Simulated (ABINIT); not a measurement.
# Beyond one shot: CsSrF3 (Pm-3m), part 3 of 3

How far does self-consistency move the gap of CsSrF3 (Pm-3m)?

ABINIT 10.8.3; LDA and many-body steps on it, plane waves. Known limits of the many-body steps: not at the basis limit; no spin-orbit coupling; coarse k mesh.

So far. Step 10 (evGW, cycle 1): Against G0W0 in ABINIT (2×2×2 mesh, 91 bands, screening to 106.1 eV, Godby-Needs plasmon pole), the gap moves by +1.446 eV. Step 13 (evGW, cycle 2): Against the cycle before, the gap moves by +0.144 eV.

## Step 16: evGW, cycle 3

This step: evGW on LDA, plane waves, norm-conserving pseudopotentials.

run.abi

```
acell 3*1.0 Angstrom
rprim 
  4.763247010000 0.000000000000 0.000000000000
  0.000000000000 4.763247010000 0.000000000000
  0.000000000000 0.000000000000 4.763247010000
ntypat 3
znucl 55 38 9
natom 5
typat 1 2 3 3 3
xred 
  0.000000000000 0.000000000000 0.000000000000
  0.500000000000 0.500000000000 0.500000000000
  0.000000000000 0.500000000000 0.500000000000
  0.500000000000 0.000000000000 0.500000000000
  0.500000000000 0.500000000000 0.000000000000
pp_dirpath "pseudos"
pseudos "Cs.upf, Sr.upf, F.upf"
ecut 36
ngkpt 2 2 2
nshiftk 1
shiftk 0 0 0
kptopt 1
chksymbreak 0
istwfk *1
occopt 1
irdwfk 1
optdriver 4
nband 91
gwcalctyp 10
ecutsigx 36
symsigma 1
nkptgw 4
kptgw 
  0.0000000000 0.0000000000 0.0000000000
  0.5000000000 0.0000000000 0.0000000000
  0.5000000000 0.5000000000 0.0000000000
  0.5000000000 0.5000000000 0.5000000000
bdgw 
  9 38
  9 38
  9 38
  9 38
ecuteps 3.9
irdscr 1
ppmodel 1
irdqps 1
indata_prefix "in"
outdata_prefix "out"
tmpdata_prefix "tmp"
```

Command:

```bash
$ OMP_NUM_THREADS=1 mpirun -n 8 abinit run.abi > log
```

Numbers of over 12 decimals in the logs are rounded to 6 here.

The program printed:

```text
.Version 10.8.3 of ABINIT. v10.8.2 released Aug 2026.

 Symmetries : space group Pm -3 m (#221); Bravais cP (primitive cubic)
[... echo of the input left out ...]
== DATASET  1 ==================================================================
-   mpi_nproc: 8, omp_nthreads: 1 (-1 if OMP is not activated)

--- !DatasetInfo
iteration_state: {dtset: 1, }
dimensions: {natom: 5, nkpt: 4, mband: 91, nsppol: 1, nspinor: 1, nspden: 1, mpw: 7568, }
cutoff_energies: {ecut:  36.0, pawecutdg:  -1.0, }
[...]
.  kptgw no:  2; Maximum DeltaE = (   0.008   0.000) for band index:  8
.  kptgw no:  3; Maximum DeltaE = (   0.006  -0.000) for band index:  6
.  kptgw no:  4; Maximum DeltaE = (   0.006   0.000) for band index:  7

== END DATASET(S) ==============================================================
================================================================================

 -outvars: echo values of variables after computation  --------
           etotal      0.0000000000E+00
            nband          91
             nkpt           4
          spgroup         221
 [... the other variables as echoed above ...]

 Calculation completed.
```

Elapsed: 60 s, on 8 MPI ranks of Arm Neoverse N1, shared host; peak memory 3.7 GiB.

This step gave:

| Quantity | Value |
| --- | --- |
| quasiparticle gap on the mesh | 11.18 eV |
| gap of the density functional on the mesh | 6.076 eV |
| k of the valence top | 0, 0, 0 |
| k of the conduction bottom | 0, 0, 0 |
| least direct quasiparticle gap on the computed points | 11.18 eV |

Against the cycle before, the gap moves by +0.014 eV.

## Step 17: Screening, 2×2×2 mesh, 91 bands, screening to 106.1 eV

This step: RPA screening on LDA, plane waves, norm-conserving pseudopotentials.

Changes to run.abi since step 16:

```diff
@@ -26,22 +26,13 @@
 irdwfk 1
-optdriver 4
+optdriver 3
 nband 91
+ecuteps 3.9
+inclvkb 2
+awtr 1
+symchi 1
 gwcalctyp 10
-ecutsigx 36
-symsigma 1
-nkptgw 4
-kptgw 
-  0.0000000000 0.0000000000 0.0000000000
-  0.5000000000 0.0000000000 0.0000000000
-  0.5000000000 0.5000000000 0.0000000000
-  0.5000000000 0.5000000000 0.5000000000
-bdgw 
-  9 38
-  9 38
-  9 38
-  9 38
-ecuteps 3.9
-irdscr 1
-ppmodel 1
-irdqps 1
+mbpt_sciss 5.267 eV
+nqptdm 1
+qptdm 
+  0 0 0
 indata_prefix "in"
```

The program printed:

```text
.Version 10.8.3 of ABINIT. v10.8.2 released Aug 2026.

 Symmetries : space group Pm -3 m (#221); Bravais cP (primitive cubic)
[... echo of the input left out ...]
== DATASET  1 ==================================================================
-   mpi_nproc: 8, omp_nthreads: 1 (-1 if OMP is not activated)

--- !DatasetInfo
iteration_state: {dtset: 1, }
dimensions: {natom: 5, nkpt: 4, mband: 91, nsppol: 1, nspinor: 1, nspden: 1, mpw: 7568, }
cutoff_energies: {ecut:  36.0, pawecutdg:  -1.0, }
[...]
[... chi0 elements left out ...]
 For q-point:  0.000010 0.000020 0.000030
  dielectric constant =   1.9133
  dielectric constant without local fields =   2.0690

  Average fulfillment of the sum rule on Im[epsilon] for q-point    1 :     55.86  [%]
[... wings left out ...]
== END DATASET(S) ==============================================================
================================================================================

 -outvars: echo values of variables after computation  --------
           etotal      0.0000000000E+00
            nband          91
             nkpt           4
          spgroup         221
 [... the other variables as echoed above ...]

 Calculation completed.
```

It took 14 s on 8 MPI ranks; peak memory 2 GiB.

This step gave:

* ε∞ with local fields, on this mesh, along the program's q direction: 1.913
* the same without local fields: 2.069
* plasma frequency: 22.59 eV
* plane waves in the screening matrix: 257

This screening uses the functional's bands under a rigid shift, the mean opening of the cycle before.

## Step 18: Screening, 2×2×2 mesh, 91 bands, screening to 106.1 eV

This step: RPA screening on LDA from quasiparticle energies, plane waves, norm-conserving pseudopotentials.

Changes to run.abi since step 17:

```diff
@@ -32,7 +32,9 @@
 symchi 1
+irdqps 1
 gwcalctyp 10
-mbpt_sciss 5.267 eV
-nqptdm 1
+nqptdm 3
 qptdm 
-  0 0 0
+  0.5000000000 0.0000000000 0.0000000000
+  0.5000000000 0.5000000000 0.0000000000
+  0.5000000000 0.5000000000 0.5000000000
 indata_prefix "in"
```

mrgscr.stdin

```
2
merged
q0_SCR
out_SCR
1
```

Command:

```bash
$ OMP_NUM_THREADS=1 mpirun -n 8 abinit run.abi > log; mrgscr < mrgscr.stdin
```

The program printed:

```text
.Version 10.8.3 of ABINIT. v10.8.2 released Aug 2026.

 Symmetries : space group Pm -3 m (#221); Bravais cP (primitive cubic)
[... echo of the input left out ...]
== DATASET  1 ==================================================================
-   mpi_nproc: 8, omp_nthreads: 1 (-1 if OMP is not activated)

--- !DatasetInfo
iteration_state: {dtset: 1, }
dimensions: {natom: 5, nkpt: 4, mband: 91, nsppol: 1, nspinor: 1, nspden: 1, mpw: 7568, }
cutoff_energies: {ecut:  36.0, pawecutdg:  -1.0, }
[...]
q-point number  1        q = ( 0.500000, 0.000000, 0.000000) [r.l.u.]
--------------------------------------------------------------------------------
[... chi0 elements left out ...]
  Average fulfillment of the sum rule on Im[epsilon] for q-point    2 :     64.55  [%]

--------------------------------------------------------------------------------
  q-point number  2        q = ( 0.500000, 0.500000, 0.000000) [r.l.u.]
--------------------------------------------------------------------------------
[... chi0 elements left out ...]
  Average fulfillment of the sum rule on Im[epsilon] for q-point    3 :     61.18  [%]

 [... 1 further q-points ...]
```

Run time: 11 s. Hardware: 8 MPI ranks; peak memory 1.5 GiB; 90 s of CPU time.

This step gave:

- plasma frequency: 22.59 eV
- plane waves in the screening matrix: 257

This screening reads the quasiparticle levels of the cycle before.

## Step 19: evGW, cycle 4

This step: evGW on LDA, plane waves, norm-conserving pseudopotentials.

Changes to run.abi since step 18:

```diff
@@ -26,12 +26,10 @@
 irdwfk 1
-optdriver 3
+optdriver 4
 nband 91
-ecuteps 3.9
-inclvkb 2
-awtr 1
-symchi 1
-irdqps 1
 gwcalctyp 10
-nqptdm 3
-qptdm 
+ecutsigx 36
+symsigma 1
+nkptgw 4
+kptgw 
+  0.0000000000 0.0000000000 0.0000000000
   0.5000000000 0.0000000000 0.0000000000
@@ -39,2 +37,11 @@
   0.5000000000 0.5000000000 0.5000000000
+bdgw 
+  9 38
+  9 38
+  9 38
+  9 38
+ecuteps 3.9
+irdscr 1
+ppmodel 1
+irdqps 1
 indata_prefix "in"
```

Command:

```bash
$ OMP_NUM_THREADS=1 mpirun -n 8 abinit run.abi > log
```

The program printed:

```text
.Version 10.8.3 of ABINIT. v10.8.2 released Aug 2026.

 Symmetries : space group Pm -3 m (#221); Bravais cP (primitive cubic)
[... echo of the input left out ...]
== DATASET  1 ==================================================================
-   mpi_nproc: 8, omp_nthreads: 1 (-1 if OMP is not activated)

--- !DatasetInfo
iteration_state: {dtset: 1, }
dimensions: {natom: 5, nkpt: 4, mband: 91, nsppol: 1, nspinor: 1, nspden: 1, mpw: 7568, }
cutoff_energies: {ecut:  36.0, pawecutdg:  -1.0, }
[...]
.  kptgw no:  2; Maximum DeltaE = (   0.000  -0.001) for band index:  4
.  kptgw no:  3; Maximum DeltaE = (   0.001  -0.000) for band index:  6
.  kptgw no:  4; Maximum DeltaE = (   0.001   0.000) for band index:  6

== END DATASET(S) ==============================================================
================================================================================

 -outvars: echo values of variables after computation  --------
           etotal      0.0000000000E+00
            nband          91
             nkpt           4
          spgroup         221
 [... the other variables as echoed above ...]

 Calculation completed.
```

Elapsed: 61 s, on 8 MPI ranks; peak memory 3.7 GiB.

This step gave:

- quasiparticle gap on the mesh: 11.19 eV
- gap of the density functional on the mesh: 6.076 eV
- k of the valence top: 0, 0, 0
- k of the conduction bottom: 0, 0, 0
- least direct quasiparticle gap on the computed points: 11.19 eV

Against the cycle before, the gap moves by +0.002 eV.

## Step 20: The runs together

Times are wall times on 8 MPI ranks of Arm Neoverse N1, shared host, good to a factor of about two. A run's time includes the screening step that it read.

```
           run   mesh  bands  screening cutoff (eV)  DFT gap (eV)  gap on the mesh (eV)  direct (eV)  ε∞ used  time
          G0W0  2×2×2     91                  106.1         6.076                 9.580        9.580     2.27  26 s
evGW0, cycle 1  2×2×2     91                  106.1         6.076                10.249       10.249     2.27  78 s
evGW0, cycle 2  2×2×2     91                  106.1         6.076                10.153       10.153     2.27  79 s
evGW0, cycle 3  2×2×2     91                  106.1         6.076                10.151       10.151     2.27  78 s
 evGW, cycle 1  2×2×2     91                  106.1         6.076                11.026       11.026     1.96  84 s
 evGW, cycle 2  2×2×2     91                  106.1         6.076                11.170       11.170     1.92  83 s
 evGW, cycle 3  2×2×2     91                  106.1         6.076                11.184       11.184     1.91  85 s
 evGW, cycle 4  2×2×2     91                  106.1         6.076                11.186       11.186     1.91  87 s
```

## Step 21: What came out

```json
{
  "G0W0": "9.580 eV",
  "evGW0, cycle 1": "10.249 eV",
  "evGW0, cycle 2": "10.153 eV",
  "evGW0, cycle 3": "10.151 eV",
  "evGW, cycle 1": "11.026 eV",
  "evGW, cycle 2": "11.170 eV",
  "evGW, cycle 3": "11.184 eV",
  "evGW, cycle 4": "11.186 eV",
  "known limits": "not at the basis limit; no spin-orbit coupling; coarse k mesh"
}
```

Only the bands that the input lists are updated; the others, empty or deep, keep the functional's energies or take a rigid shift. The evGW loop starts from the last levels of evGW0, so its cycles and time come on top of those. evGW0 ends at 10.15 eV, +0.57 eV from G0W0, after 3 cycles that took 3 min beside the first screening; the last moved the gap by 0.002 eV. evGW ends at 11.19 eV, +1.61 eV from G0W0, after 4 cycles that took 5.7 min beside the first screening; the last moved the gap by 0.002 eV. The first cycle of evGW0 takes the full correction, without the factor Z, so it overshoots the one-shot value. Bands and cutoff are finite, so the gap is not at the basis limit. The miss can reach some tenths of an eV and take either sign; the mesh is an error of its own. The 2×2×2 mesh is coarse for this cell, which bears on the long-range parts of exchange and screening. This is the ideal cubic cell; many perovskites, halides above all, are cubic only on average, and local tilts or off-centring can widen the gap. In the updated screening the q = 0 part is built from Kohn-Sham bands under a rigid shift, the other q from the quasiparticle levels. The many-body steps are scalar-relativistic: spin-orbit coupling is not in them.

[Paths, hosts, dates, memory and timing lines, banners, echoed tables and standing remarks are left out of the program output.]

[Logs are printed without paths, hosts, clocks, repeated set-up lines and the standing remarks that a program may print on its own settings, such as how far it seeks lower states.]

[Runs of the session that timed out or met a known fault of the program may be left out.]

[Hosts, paths, dates, database ids (printed as entryN), source tags and the programs' standing remarks are cut or masked in the printed files.]

[G0W0 gaps are taken among the corrected bands and points alone; a level outside them can change the order at an edge.]

[Where Ansatz stands beside ABINIT at settings called matched, ABINIT's density can come from a denser mesh and the files from another edition; pairs whose starting gaps differed by over 0.03 eV were left out, so agreement reads better than it is.]
